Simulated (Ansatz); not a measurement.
# Quasiparticle gap of K3SCl (antiperovskite) (Pm-3m), part 2 of 2

Wanted: the gap of K3SCl (antiperovskite) (Pm-3m) with a many-body correction, and the time that it takes.

Ansatz 0.2.0; PBE, then G0W0 on it, plane waves, PAW. Known limits of the many-body steps: finite bands, screening cutoff and k mesh; no spin-orbit coupling in G0W0; screening cutoff under 40 eV in some runs.

So far. Step 3 (The PBE band structure): Over mesh and path the gap is 1.832 eV, direct, at k = Γ. The relaxed cell has a = 5.970 Å (conventional setting).

The structure was built from a prototype and need not be the compound's stable phase.

In doubt: masses and optical values from hybrid runs of this build are listed as unsure (in some of the runs), which bears on the screening that GW takes from such a start.

### 4. G0W0 on the 2×2×2 mesh

G0W0 replaces the xc potential by a self-energy built once from the orbitals of the start. Levels are corrected in the window of bands that the input names, at points of the mesh.

This step: G0W0 on PBE, plane waves, PAW.

The input, input.yaml:

```yaml
crystal:
  lattice:
    - [5.9699615649, 0.0, 0.0]
    - [0.0, 5.9699615649, 0.0]
    - [0.0, 0.0, 5.9699615649]
  atoms:
    - { symbol: Cl, position: [0.0, 0.0, 0.0] }
    - { symbol: S, position: [0.5, 0.5, 0.5] }
    - { symbol: K, position: [0.5, 0.5, 0.0] }
    - { symbol: K, position: [0.5, 0.0, 0.5] }
    - { symbol: K, position: [0.0, 0.5, 0.5] }
kpoints:
  mp_grid: { grid: [2, 2, 2] }
hamiltonian:
  xc: pbe
scf:
  occupations: { method: fixed }
gw:
  n_empty_bands: 635
  ecut_chi: 120.0
  qp_bands: [v2, c2]
  qp_kpoints: band_edges
  screening: { model: contour_deformation }
```

Run with:

```sh
> ansatz run input.yaml --threads 4 --pin off --max-ram 17510MiB --backend cpu --events-out ev --progress --plain --runs-dir out
```

Numbers of over 12 decimals in the logs are rounded to 6 here.

The log of the run:

```text
[...]
Crystal: 5 atoms, lattice volume = 212.772 Å³
Basis set: ecut = 420 eV, 4139 PW (Γ)
Bands: 25, of which v1, the nominal top of the filled ones, is band 20 counted from 1 (19 counted from 0)
Symmetry: 48 space group operations
[...]
k-points: 4 of 8
[...]
SCF iter   1: F=—  HF=-6601.075980 eV  |F-HF|=—  |Δ(HF+E_count)|=         —  Δρ=1.67e-3  dr2=1.52e-2  ethr=1.77e-3  ⟨swp⟩=5.2  Hψ=415  notcnv=0  defer=6
[...]
SCF iter   6: F=-6601.070450 eV  HF=-6601.070450 eV  |F-HF|=1.51e-7  |Δ(HF+E_count)|=   1.49e-6  Δρ=4.87e-6  dr2=8.31e-8  ethr=2.50e-10  ⟨swp⟩=6.8  Hψ=446  notcnv=0
SCF 1 converged in 6 iterations: F = -6601.070450 eV  dr2 = 8.31e-8
[...]
G₀W₀ screening: q 1/4
[... further progress lines ...]
SCF converged after 6 iterations
Free energy (F): -6601.070450 eV
[...]
Internal energy: -6601.070450 eV  (E = F + TS)
E sigma→0 (E₀):  -6601.070450 eV
Fermi energy:    1.400905 eV
[...]
--- Band table (eV) ---
  k-point 0: bands = [... 16 lower, -0.4039, 1.4009, 1.4009, 1.4009, 3.1934, 5.5031, 5.5031, 6.2783, ... 1 higher]
  k-point 1: bands = [... 16 lower, -0.4042, 0.6736, 1.3208, 1.3208, 4.6209, 4.8245, 6.2952, 6.6138, ... 1 higher]
  k-point 2: bands = [... 16 lower, -0.4072, 0.7067, 0.7067, 1.2650, 5.2314, 5.7788, 5.9084, 5.9084, ... 1 higher]
  k-point 3: bands = [... 16 lower, -0.4684, 0.5920, 0.5920, 0.5920, 6.0715, 6.2479, 6.2479, 6.2479, ... 1 higher]
--- G₀W₀: contour deformation, 6 samples at zero and on the imaginary axis and 1 off it, 8 q-points, 635 empty bands' worth ---
  eigenvalues of the whole cell's RPA ε∞ on this k-mesh (on a slab, of 1 + 4πα/V) = 2.6406, 2.6406, 2.6406; static W/v taken at q = 0 is 0.378696
  bands read: the sum over 655 bands ends inside a degenerate multiplet in 1 slot, whose members it reads at an even weight; the widest, k=2: bands 655 to 656 (counted from 1) at 1/2 each
  gw.qp_kpoints: band_edges: 4 of 4 stored k-points solved, in 1 pass; an edge of the gap read off the rows below is read off those points alone
  `?` marks the rows in doubt; gw_qp.tsv's column doubts and the gw_qp event give each row's grounds
    ik  band        ε_KS         Σx   Σc(E_QP)       V_xc       Z   E_QP_lin       E_QP  E_QP is
     0    19      1.4009   -17.5797     2.1761   -14.1125  0.7308    -0.0182     0.1099  root ?
     0    20      1.4009   -17.5797     2.1761   -14.1125  0.7308    -0.0182     0.1099  root ?
     0    21      3.1934    -2.7640    -2.7633    -5.9568  0.8106     3.6298     3.6228  root
     0    22      5.5031    -2.2769    -2.9341    -5.8500  0.8059     6.1611     6.1421  root
     1    19      1.3208   -17.3288     2.1709   -13.8648  0.7307    -0.1028     0.0276  root ?
     1    20      1.3208   -17.3288     2.1709   -13.8648  0.7307    -0.1028     0.0276  root ?
     1    21      4.6209    -3.3595    -2.8296    -6.7040  0.7959     5.1446     5.1357  root
     1    22      4.8245    -4.1567    -2.9301    -7.6711  0.7945     5.4230     5.4088  root
     2    19      0.7067   -16.7391     2.2708   -13.1859  0.7214    -0.7113    -0.5758  root ?
     2    20      1.2650   -17.2092     2.1687   -13.7490  0.7303    -0.1574    -0.0265  root ?
     2    21      5.2314    -2.8472    -2.8329    -6.1555  0.8014     5.7164     5.7067  root
     2    22      5.7788    -2.9591    -3.0724    -6.6077  0.7986     6.3705     6.3549  root
     3    19      0.5920   -16.1888     2.2519   -12.6492  0.7207    -0.8353    -0.6957  root ?
     3    20      0.5920   -16.1888     2.2519   -12.6492  0.7207    -0.8353    -0.6957  root ?
     3    21      6.0715    -2.9984    -3.2211    -7.0969  0.7961     6.9948     6.9488  root
     3    22      6.2479    -3.6174    -3.2103    -7.6315  0.7873     7.0844     7.0517  root
```

Elapsed: 51 s, on 4 threads of Arm Neoverse V2, shared host; peak memory 3.2 GiB; 3.3 min of CPU time.

This step gave:

```
bands summed                                    : 655
RPA ε∞ on this mesh (eigenvalues)               : 2.641, 2.641, 2.641
plane waves in the screening matrix             : 619
q-points in the mesh                            : 8
G0W0 gap over the corrected points              : 3.513 eV
k of the valence top                            : 0, 0, 0
k of the conduction bottom                      : 0, 0, 0
starting gap on the mesh                        : 1.793 eV
Z at the valence top                            : 0.7308
Z at the conduction bottom                      : 0.8106
least direct G0W0 gap over the corrected points : 3.513 eV
```

Over all 4 irreducible mesh points the G0W0 gap is 3.513 eV, direct, at k = Γ. The PBE gap of this run on the mesh is 1.793 eV. The two states that bound the G0W0 gap lie that far apart at the start, so the correction of the gap is 3.513 − 1.793 = +1.720 eV. The start of this run differs from the step before in mesh (4×4×4 and 2×2×2). The program marks 8 of the 16 corrected levels as in doubt (energies apart, Σc rises), among them the valence top.

Labels follow the order of the start: v1 is the top filled band, c1 the lowest empty one; levels that stay degenerate share a row, the window can cut a multiplet, doubted levels are not marked in this list, bands outside the window were not corrected, and the list may be a part of the corrected levels. Levels before and after the correction, in eV, zero at the valence-band top of each column:

```csv
,conduction bottom,valence top
Kohn-Sham,1.79,0.00
G0W0,3.51,0.00
```

```csv
,level,occupation,energy (eV)
Kohn-Sham,Γ v2-v1,2,0.000
Kohn-Sham,Γ c1,0,1.793
Kohn-Sham,Γ c2,0,4.102
G0W0,Γ v2-v1,2,0.000
G0W0,Γ c1,0,3.513
G0W0,Γ c2,0,6.032
```

The parts of the quasiparticle energy for the two states that bound the G0W0 gap, in eV on the run's own scale (QP = start + Σx + Σc − Vxc, with Σc at the quasiparticle energy):

```csv
edge,k,band,start,Σx,Σc,Vxc,Z,QP
valence top,Γ,19,1.401,−17.580,2.176,−14.113,0.731,0.110
conduction bottom,Γ,21,3.193,−2.764,−2.763,−5.957,0.811,3.623
```

### 5. Side by side

Each gap is the least one over the points named; times are wall times on shared hosts, not benchmarks. A G0W0 time includes the run's own self-consistent start. Rows marked * are further runs, not shown as steps, whose inputs differ from the G0W0 step on the same start in the columns given; solver thresholds can differ too. Rows marked ? have an edge level that the program doubts.

```csv
level,mesh,"files, cutoff","bands summed, screening",points,gap (eV),valence top,conduction bottom,least direct gap (eV),time
PBE,4×4×4,"soft_2 PAW, 420 eV",-,mesh and path,1.832,Γ,Γ,1.832,2.6 s
G0W0@PBE*,2×2×2,"soft_2 PAW, 420 eV","124, 36 eV",all 4 irreducible mesh points,3.186,Γ,Γ,3.186,3.3 s
G0W0@PBE*,2×2×2,"soft_2 PAW, 420 eV","315, 72 eV",all 4 irreducible mesh points,3.375,Γ,Γ,3.375,11 s
G0W0@PBE?,2×2×2,"soft_2 PAW, 420 eV","655, 120 eV",all 4 irreducible mesh points,3.513,Γ,Γ,3.513,51 s
G0W0@PBE*,2×2×2,"soft_2 PAW, 420 eV","655, 120 eV, plasmon pole",all 4 irreducible mesh points,3.650,Γ,Γ,3.650,61 s
```

### 6. Results

```
PBE gap over mesh and path                      : 1.832 eV, direct, at k = Γ
G0W0@PBE gap over all 4 irreducible mesh points : 3.513 eV, direct, at k = Γ
GW settings                                     : 2×2×2 mesh, 635 empty bands, screening to 120 eV
known limits                                    : finite bands, screening cutoff and k mesh; no spin-orbit coupling in G0W0; screening cutoff under 40 eV in some runs
```

What this shows: Over all 4 irreducible mesh points the G0W0 gap is 3.513 eV, direct, at k = Γ. The PBE gap of this run on the mesh is 1.793 eV. The two states that bound the G0W0 gap lie that far apart at the start, so the correction of the gap is 3.513 − 1.793 = +1.720 eV. The valence state moves by 0.110 − 1.401 = −1.291 eV and the conduction state by 3.623 − 3.193 = +0.430 eV, on the run's own scale; with 124 bands the edge states move by −0.893 and +0.500 eV, so the split between the edges depends on the bands and cutoff. Both edges that PBE shows over mesh and path lie at k points where levels were corrected. Levels at other points were not corrected, so a lower G0W0 gap elsewhere in the zone is not ruled out. From 124 bands and 36 eV to 655 bands and 120 eV the gap moves by 3.513 − 3.186 = +0.327 eV (rung by rung 3.186, 3.375, 3.513 eV); bands and screening cutoff rise together, so their parts are not told apart. An edge row is in doubt in the run with 655 bands, so no limit is drawn and it is not known. With the plasmon pole model in place of the contour deformation model and all else as in the G0W0@PBE row with 655 bands, the gap differs by 3.650 − 3.513 = +0.137 eV. The program doubts an edge level of G0W0@PBE with 655 bands (2×2×2, soft_2 PAW). G0W0 on other starts in this series, not shown as steps and not all at these settings: 3.932 eV on r2SCAN (2×2×2, soft_2 PAW, 655 bands, 120 eV) and 4.276 eV on HSE06 (2×2×2, soft_2 PAW, 655 bands, 120 eV). For the G0W0 step: the program marks 8 of the 16 corrected levels as in doubt (energies apart, Σc rises), among them the valence top. The G0W0 runs are scalar-relativistic. No pair of G0W0 runs that differ in the mesh alone is shown (2×2×2 is a supercell whose nearest images lie 12 Å apart), so the error from the mesh is not known here. G0W0@PBE runs of this series with other atomic data on the same mesh, not shown as steps, give 3.552 eV (hard PAW, 660 eV, 961 bands, screening to 156 eV); where bands and cutoffs differ too, the part of the files is not isolated. The program doubts an edge level of G0W0@PBE with 961 bands (2×2×2, hard PAW). A screening cutoff under 40 eV is crude: G0W0@PBE with 124 bands at 36 eV.

[Paths, hosts, dates, memory and timing lines, banners, echoed tables and standing remarks are left out of the program output.]

[Logs are printed without paths, hosts, clocks, repeated set-up lines and the standing remarks that a program may print on its own settings, such as how far it seeks lower states.]

[Runs of the session that timed out or met a known fault of the program may be left out.]

[Cells called generated may have been cut or substituted from an entry of the Crystallography Open Database or the Materials Project.]

[Hosts, paths, dates, database ids (printed as entryN), source tags and the programs' standing remarks are cut or masked in the printed files.]

[Where an RPA ε∞ is given, it is that of the G0W0 mesh and is not shown converged in it. Names of k-points follow the symmetry that the program found, which can be lower than the space group named. Band edges on a path are those of the sampled points; other points can move an edge, and change direct to indirect where valleys lie close.]

[Hybrid gaps are those of their k-mesh and are not shown converged in it.]
